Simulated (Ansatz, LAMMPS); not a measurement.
# Amorphous 12SiO2-88GeO2 (mol %) (96 atoms): relaxation and levels of theory

Which bonds does the relaxation leave, and how do the Kohn-Sham gap, forces and pressure change with functional?

Calculated with Ansatz 0.2.0: Kohn-Sham DFT, PBE, PAW (set soft_2), plane waves; cutoff 420 eV, Γ point, fermi-dirac smearing of 0.025 eV.

**The cell**

Density at the start: 3.48 g/cm³. The cell holds 96 atoms: 4 Si, 28 Ge and 64 O. Cell: a = 11.483 Å, b = 11.483 Å, c = 11.483 Å, α = 90.0°, β = 90.0°, γ = 90.0°. 96 atoms (4 Si, 28 Ge, 64 O) placed at random at 3.48 g/cm³, melted at 5000 K for 10 ps at fixed volume with the Morse and Coulomb pair potential with partial charges (Pedone, Malavasi, Menziani, Cormack and Segre, J. Phys. Chem. B 110, 11780 (2006)). Quenched from 5000 K to 300 K at 50 K/ps and fixed volume, held 5 ps, then minimised at fixed cell.

Cell and atoms were relaxed with PBE. The walk converged after 35 steps by the program's count, with a largest force component of 0.00975 eV/Å; it began at an r.m.s. force component of 0.79 eV/Å. The edges went from 11.483, 11.483, 11.483 to 11.078, 11.291, 11.629 Å, and the volume from 15.773 to 15.127 Å³ an atom (-4.1 %).

The input of the reference single point:

```yaml
crystal:
  lattice:
    - [11.07499, -0.14979, 0.21893]
    - [-0.14979, 11.28868, -0.20153]
    - [0.21893, -0.20153, 11.62542]
  atoms:
    - { symbol: Si, position: [0.70682, 0.08617, 0.9823] }
    - { symbol: Si, position: [0.77131, 0.3648, 0.65838] }
    - { symbol: Si, position: [0.47149, 0.01204, 0.43813] }
    - { symbol: Si, position: [0.88777, 0.71187, 0.92382] }
    [... 90 atom lines left out ...]
    - { symbol: O, position: [0.21531, 0.91432, 0.25787] }
    - { symbol: O, position: [0.74388, 0.3862, 0.79711] }
kpoints:
  mp_grid: { grid: [1, 1, 1] }
hamiltonian:
  xc: pbe
scf:
  occupations: { method: fermi_dirac, width: 0.025 }
output:
  forces: true
  stress: true
  populations: true
  dos:
    method: { smearing: { sigma: 0.08 } }
    de: 0.05
    projected: { site_lists: { Ge: [Ge], O: [O], Si: [Si] } }
  eigenvalues: true
  write_density: true
  write_potential: true
  volumetric_format: npy
```

**Bonds after relaxation**

Bonds by pair of elements; cutoffs follow the first minimum of g(r), held within bounds set by covalent radii, and pairs that aren't listed don't count as bonded:

```tsv
pair A-B	cutoff (Å)	bonds	mean length (Å)	spread (Å)	shortest (Å)	B about A	A about B
O-Ge	2.17	112	1.77	0.015	1.73	1.75	4
O-Si	2.08	16	1.64	0.014	1.62	0.25	4
```

How many atoms have how many bonded neighbours:

```tsv
element	mean	2	4
Ge	4	0	28
O	2	64	0
Si	4	0	4
```

**Levels of theory**

Single points at the relaxed geometry:

| functional | k-mesh | Kohn-Sham gap (eV) | pressure (GPa) | r.m.s. force component (eV/Å) | SCF cycles | time |
| --- | --- | --- | --- | --- | --- | --- |
| PBE | 1×1×1 | 2.854 | 0.00 | 0.002 | 9 | 34 s |
| HSE06 | 1×1×1 | 4.700 | -6.06 | 0.300 | 21 | 11 min |
| r2SCAN | 1×1×1 | 3.469 | -5.83 | 0.230 | 10 | 81 s |
| PBEsol | 1×1×1 | 2.793 | -3.57 | 0.105 | 10 | 33 s |

The gap is that between the highest filled and lowest empty Kohn-Sham level on the run's k-points. Cutoffs: 420 eV for PBE, HSE06 and PBEsol; 500 eV for r2SCAN. Times come from shared hosts and are rough.

**Findings**

By these cutoffs 100 % of Ge atoms have 4, 100 % of O atoms have 2 and 100 % of Si atoms have 4 neighbours. The Kohn-Sham gap is 2.85 eV with PBE on the 1×1×1 mesh. On the 1×1×1 mesh HSE06 changes the gap by +1.85 eV against PBE. On the reference's mesh the gap changes with r2SCAN by +0.61 eV and PBEsol by -0.06 eV. Against the reference the pressure changes with HSE06 by -6.1 GPa, r2SCAN by -5.8 GPa and PBEsol by -3.6 GPa; a negative change means a smaller volume than PBE would take.

Limits: All single points share the geometry relaxed with PBE. The volume changed by -4.1 % on relaxing; in so small a cell, on this mesh and at this cutoff, the relaxed density is rough. One sample; tail or defect levels can set the gap of a disordered cell. The quench rate of 50 K/ps is many orders above laboratory rates, so the cell is likely richer in defects and strain than a real sample. The network of bonds at the start is that of the classical potential that made the cell, and needn't be the one that DFT or experiment would give. In some runs the program notes that the exchange-correlation potential is rough where the density is thin, the exchange threshold is loose for the stress and the SCF threshold is loose for the stress.

[Logs are printed without paths, hosts, clocks, repeated set-up lines and the standing remarks that a program may print on its own settings, such as how far it seeks lower states.]

[Hosts, paths, dates, database ids (printed as entryN), source tags and the programs' standing remarks are cut or masked in the printed files.]
